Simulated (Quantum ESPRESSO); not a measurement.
# BaFeO3: orders under uniaxial strain, part 2 of 2

Wanted: the trend of the moments of BaFeO3 with uniaxial strain.

Quantum ESPRESSO 7.5; PBEsol with U = 4.5 eV on Fe d (ortho-atomic projectors); plane waves with GBRV 1.5 PBEsol potentials, no spin-orbit coupling.

So far, absolute magnetization (μB): step 2 (factor along z 0.94, ferro +) 4.28.

## Step 4: Factor along z 0.94, no spin polarisation

The input, pw.in:

```
&CONTROL
  calculation = 'scf'
  prefix = 'pwscf'
  outdir = './tmp'
  pseudo_dir = './pseudo'
  disk_io = 'nowf'
  tprnfor = .true.
  tstress = .true.
/
&SYSTEM
  ibrav = 0
  nat = 5
  ntyp = 3
  ecutwfc = 40
  ecutrho = 280
  nbnd = 31
  occupations = 'smearing'
  smearing = 'fd'
  degauss = 0.00734986
/
&ELECTRONS
  conv_thr = 1d-08
  electron_maxstep = 150
  mixing_beta = 0.3
/
ATOMIC_SPECIES
Ba    137.3270 ba_pbesol_v1.uspp.F.UPF
Fe     55.8450 fe_pbesol_v1.5.uspp.F.UPF
O      15.9990 o_pbesol_v1.2.uspp.F.UPF
CELL_PARAMETERS angstrom
   3.9515666733    0.0000000000    0.0000000000
   0.0000000000    3.9515666733    0.0000000000
   0.0000000000    0.0000000000    3.7144726729
ATOMIC_POSITIONS crystal
Ba      0.0000000000    0.0000000000    0.0000000000
Fe      0.5000000000    0.5000000000    0.5000000000
O       0.0000000000    0.5000000000    0.5000000000
O       0.5000000000    0.0000000000    0.5000000000
O       0.5000000000    0.5000000000    0.0000000000
K_POINTS automatic
6 6 6 0 0 0
HUBBARD {ortho-atomic}
U Fe-3d 4.5000
```

On the command line:

```
$ OMP_NUM_THREADS=1 mpirun -n 2 pw.x -nk 2 -in pw.in > pw.out
```

What it wrote:

```text
     [... lines left out ...]
Program PWSCF v.7.5 starts
     [... lines left out ...]
     number of atoms/cell      =            5
     [... lines left out ...]
     number of electrons       =        44.00
     number of Kohn-Sham states=           31
     kinetic-energy cutoff     =      40.0000  Ry
     charge density cutoff     =     280.0000  Ry
     scf convergence threshold =      1.0E-08
     [... lines left out ...]
     16 Sym. Ops., with inversion, found
     [... lines left out ...]
     number of k points=    40  Fermi-Dirac smearing, width (Ry)=  0.0073
     [... lines left out ...]
     iteration # 15     ecut=    40.00 Ry     beta= 0.30
     [... lines left out ...]
     Tr[ns(  2)] =   6.14461
     [... lines left out ...]
     the Fermi energy is    11.3916 ev
!    total energy              =    -416.97349432 Ry
     estimated scf accuracy    <          1.8E-09 Ry
     smearing contrib. (-TS)   =      -0.01440713 Ry
     [... lines left out ...]
     convergence has been achieved in  15 iterations
     [... lines left out ...]
     Total force =     0.000000     Total SCF correction =     0.000000
     [... lines left out ...]
          total   stress  (Ry/bohr**3)                   (kbar)     P=       -9.73
     [... lines left out ...]
```

The job ended after 32 s (2 MPI ranks of Arm Neoverse V1, shared host; peak memory 0.4 GiB; 64 s of CPU time).

This step gave:

* smearing term TS: 0.1960 eV
* pressure: -0.9729 GPa
* final state: non-magnetic (no spin polarisation)

## Step 5: Factor along z 1.06, ferro +

Edit pw.in of step 4 so:

```diff
@@ -15,3 +15,3 @@
   ecutrho = 280
-  nbnd = 31
+  nbnd = 33
   occupations = 'smearing'
@@ -19,2 +19,6 @@
   degauss = 0.00734986
+  nspin = 2
+  starting_magnetization(1) = 0
+  starting_magnetization(2) = 0.25
+  starting_magnetization(3) = 0
 /
@@ -32,3 +36,3 @@
    0.0000000000    3.9515666733    0.0000000000
-   0.0000000000    0.0000000000    3.7144726729
+   0.0000000000    0.0000000000    4.1886606737
 ATOMIC_POSITIONS crystal
```

What it wrote:

```text
     [... lines left out ...]
Program PWSCF v.7.5 starts
     [... lines left out ...]
     number of atoms/cell      =            5
     [... lines left out ...]
     number of electrons       =        44.00
     number of Kohn-Sham states=           33
     kinetic-energy cutoff     =      40.0000  Ry
     charge density cutoff     =     280.0000  Ry
     scf convergence threshold =      1.0E-08
     [... lines left out ...]
     16 Sym. Ops., with inversion, found
     [... lines left out ...]
     number of k points=    40  Fermi-Dirac smearing, width (Ry)=  0.0073
     [... lines left out ...]
     iteration # 15     ecut=    40.00 Ry     beta= 0.30
     [... lines left out ...]
     Magnetic moment per site  (integrated on atomic sphere of radius R)
     atom   1 (R=0.292)  charge=  6.7612  magn=  0.0047
     atom   2 (R=0.206)  charge= 12.9033  magn=  3.6875
     atom   3 (R=0.206)  charge=  5.3501  magn=  0.0972
     atom   4 (R=0.206)  charge=  5.3501  magn=  0.0972
     atom   5 (R=0.206)  charge=  5.3176  magn=  0.0454
     [... lines left out ...]
     Tr[ns(  2)] (up, down, total) =   4.83881  0.86875  5.70755
     [... lines left out ...]
     the Fermi energy is     9.6569 ev
!    total energy              =    -417.15345940 Ry
     estimated scf accuracy    <          1.7E-09 Ry
     smearing contrib. (-TS)   =      -0.00517642 Ry
     [... lines left out ...]
     total magnetization       =     4.30 Bohr mag/cell
     absolute magnetization    =     4.49 Bohr mag/cell
     convergence has been achieved in  15 iterations
     [... lines left out ...]
     Total force =     0.000000     Total SCF correction =     0.000000
     [... lines left out ...]
          total   stress  (Ry/bohr**3)                   (kbar)     P=      -56.74
     [... lines left out ...]
```

It took 69 s on 2 MPI ranks; peak memory 0.49 GiB.

Numbers from this step:

| Property | Result |
| --- | --- |
| smearing term TS | 0.07043 eV |
| pressure | -5.674 GPa |
| magnetization | 4.298 μB |
| absolute magnetization | 4.489 μB |
| final state | ferromagnetic |
| largest moment | 3.687 μB |

## Step 6: Trends

The runs not shown differ from these in the moved quantity alone.

States, by row:

| c axis | ferro + | antiferro q=(1/2,1/2,1/2) +- | no spin polarisation |
| --- | --- | --- | --- |
| 0.94 | ferromagnetic | antiferromagnetic | non-magnetic |
| 0.97 | ferromagnetic | antiferromagnetic | non-magnetic |
| 1 | ferromagnetic | antiferromagnetic | non-magnetic |
| 1.03 | ferromagnetic | antiferromagnetic | non-magnetic |
| 1.06 | ferromagnetic | antiferromagnetic | non-magnetic |

The largest site moment by c axis:

| c axis (factor) | ferro + (μB) | antiferro q=(1/2,1/2,1/2) +- (μB) |
| --- | --- | --- |
| 0.9400 | 3.44 | 3.38 |
| 0.9700 | 3.54 | 3.51 |
| 1.0000 | 3.63 | 3.61 |
| 1.0300 | 3.66 | 3.66 |
| 1.0600 | 3.69 | 3.70 |

Table of energy less that of the parallel start by c axis; values in meV a seeded atom:

| c axis (factor) | antiferro q=(1/2,1/2,1/2) +- | no spin polarisation |
| --- | --- | --- |
| 0.9400 | 255 | 2324 |
| 0.9700 | 251 | 2522 |
| 1.0000 | 231 | 2672 |
| 1.0300 | 203 | 2781 |
| 1.0600 | 172 | 2856 |

Energy over the lowest against c axis; values in meV an atom:

| c axis (factor) | ferro + | antiferro q=(1/2,1/2,1/2) +- | no spin polarisation |
| --- | --- | --- | --- |
| 0.9400 | 47.0 | 98.1 | 512 |
| 0.9700 | 12.0 | 62.3 | 516 |
| 1.0000 | 0 | 46.2 | 534 |
| 1.0300 | 4.89 | 45.5 | 561 |
| 1.0600 | 22.1 | 56.5 | 593 |

## Step 7: Results

```
moment, parallel start       : 3.44 to 3.69 μB
states met from these starts : antiferromagnetic and ferromagnetic
```

**Reading.** The moment of the parallel start goes from 3.44 μB at 0.94 to 3.69 μB at 1.06. The net moment of the cell goes from 4.06 to 4.30 μB. The radius of the spheres follows the nearest distance, so part of the change of the site moments is the spheres'. The largest moment of the start antiferro q=(1/2,1/2,1/2) +- lies between 3.38 and 3.70 μB. The start antiferro q=(1/2,1/2,1/2) +- lies over the parallel one at every finished point, by 172 to 255 meV a seeded atom. Energies are free energies at an electronic temperature of 1160 K, which lowers moments and differences where the moments are itinerant. The smearing term is large for its width, so states at the Fermi level are partly filled: at this level the cell is a metal or has a gap of a few widths at most.

[Logs and program files are shortened in this print: banners, set-up blocks, solver, clock and traceback lines can be left out without a mark of their own.]

[Logs are printed without paths, hosts, clocks, repeated set-up lines and the standing remarks that a program may print on its own settings, such as how far it seeks lower states.]

[Hosts, paths, dates, database ids (printed as entryN), source tags and the programs' standing remarks are cut or masked in the printed files.]

[Where a cell is said to come from a database of computed structures, the database is the Materials Project.]
